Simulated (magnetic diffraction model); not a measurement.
**Solving a magnetic structure from powder neutron data: Sr2YCrO5**

Space group Ima2 (no. 46), a = 16.5090 Å, b = 5.7780 Å, c = 5.6310 Å.

| site | atom | x | y | z |
| --- | --- | --- | --- | --- |
| 4b | Y | 3/4 | 0.4641 | 0.4595 |
| 8c | Sr | 0.9036 | 0.9776 | 0.5055 |
| 4a | Cr | 0 | 0 | 0.0144 |
| 8c | O | 0.5171 | 0.2351 | 0.7619 |
| 8c | O | 0.6255 | 0.5690 | 0.5327 |
| 4b | O | 3/4 | 0.4175 | 0.0528 |

This is a made-up structure (elements placed in a structure type, unrelaxed), so the numbers test the method and describe no known phase.

Only Cr is taken to order (form factors of Cr3+); orders and moment sizes are assumed, and not adapted to the symmetry. Radiation: neutrons of λ = 2.36 Å, 5° to 55°; isotropic B of 0.56 Å² (Y), 0.64 Å² (Sr), 0.7 Å² (Cr) and 1.01 Å² (O). The intensities are simulated: I ∝ L Σ (|F_N|² + |F_M⊥|²) for unpolarised neutrons, with F_M = 2.695 fm/μB × Σ f(s) S exp(2πi Q·r) exp(−B s²) at Q = H ± k (one set where k and −k are equivalent), only the part normal to Q counting and L = 1/(sin²θ cos θ). For collinear order S is the moment m, which repeats by lattice and centring translations R with the sign exp(−2πi k·R). Form factors are spin-only for 3d ions and dipole or tabulated for f ions, scattering lengths are Sears's of 1992, and absorption is left out. A label names one of the reflections at its angle. The strongest nuclear line in the range is 100, and lines under 0.2 are left out.

Above the ordering temperature:

| 2θ (°) | index | I |
| --- | --- | --- |
| 16.44 | (2 0 0) | 40.0 |
| 24.99 | (1 1 0) | 1.4 |
| 33.23 | (4 0 0) | 8.0 |
| 34.03 | (0 1 1) | 6.8 |
| 34.45 | (3 1 0) | 18.9 |
| 38.01 | (2 1 1) | 17.4 |
| 48.21 | (0 2 0) | 70.0 |
| 48.30 | (4 1 1) | 40.7 |
| 48.61 | (5 1 0) | 48.0 |
| 49.56 | (0 0 2) | 100.0 |
| 50.79 | (6 0 0) | 19.7 |
| 51.28 | (2 2 0) | 37.1 |
| 52.57 | (2 0 2) | 43.6 |

Below it (cell unchanged):

```
2θ (°)      I
 16.44   40.0
 18.74   32.2
 24.99    1.4
 30.09   15.7
 33.23    8.0
 34.03    6.8
 34.45   18.9
 38.01   17.4
 38.73    9.0
 39.53    1.3
 45.43    6.0
 45.70    5.9
 46.40    2.2
 48.21   70.0
 48.30   40.7
 48.61   48.0
 49.56  100.0
 50.79   19.7
 51.28   37.1
 52.57   43.6
 52.81    2.1
```

**Question.** Check that the new lines index with k = (0 1/2 1/2), then choose among these models:
A. collinear moments along [010], 2.31 μB on Cr; signs + at (0, 0, 0.0144), − at (0, 1/2, 0.5144)
B. collinear moments along [010], 2.31 μB on Cr; signs + at (0, 0, 0.0144), + at (0, 1/2, 0.5144)
C. collinear moments along [001], 2.31 μB on Cr; signs + at (0, 0, 0.0144), + at (0, 1/2, 0.5144)
D. collinear moments along [001], 2.31 μB on Cr; signs + at (0, 0, 0.0144), − at (0, 1/2, 0.5144)

The new lines index as (1 1/2 -1/2) at 18.74°, (3 1/2 -1/2) at 30.09°, (1 3/2 1/2) at 38.73° and (1 1/2 3/2) at 39.53°, that is as H ± k with k = (0 1/2 1/2), one of 2 inequivalent arms of its star (k and −k counted as one), which a powder can't tell apart. Half indices mean that the moments reverse under translations with k·R a half-integer, and the magnetic cell has twice the primitive volume.

Magnetic intensity, observed (below minus above) and for each model:

| 2θ (°) | index | observed | A | B | C | D |
| --- | --- | --- | --- | --- | --- | --- |
| 16.83 | (0 1/2 1/2) | <0.2 | 17.8 | <0.2 | <0.2 | 16.9 |
| 18.74 | (1 1/2 -1/2) | 32.2 | <0.2 | 33.4 | 32.2 | <0.2 |
| 23.61 | (2 1/2 1/2) | <0.2 | 24.8 | <0.2 | <0.2 | 24.4 |
| 30.09 | (3 1/2 -1/2) | 15.7 | <0.2 | 15.9 | 15.7 | <0.2 |
| 37.47 | (4 1/2 1/2) | <0.2 | 9.8 | <0.2 | <0.2 | 9.7 |
| 38.73 | (1 3/2 1/2) | 9.0 | <0.2 | 1.5 | 9.0 | <0.2 |
| 39.53 | (1 1/2 3/2) | 1.3 | <0.2 | 8.6 | 1.3 | <0.2 |
| 41.45 | (2 3/2 -1/2) | <0.2 | 2.1 | <0.2 | <0.2 | 7.6 |

Model C matches.

The absence at (0 1/2 1/2) is telling: the sublattices cancel there.

The structure used: k = (0 1/2 1/2), collinear moments along [001], 2.31 μB on Cr; signs + at (0, 0, 0.0144), + at (0, 1/2, 0.5144).

[Logs are printed without paths, hosts, clocks, repeated set-up lines and the standing remarks that a program may print on its own settings, such as how far it seeks lower states.]
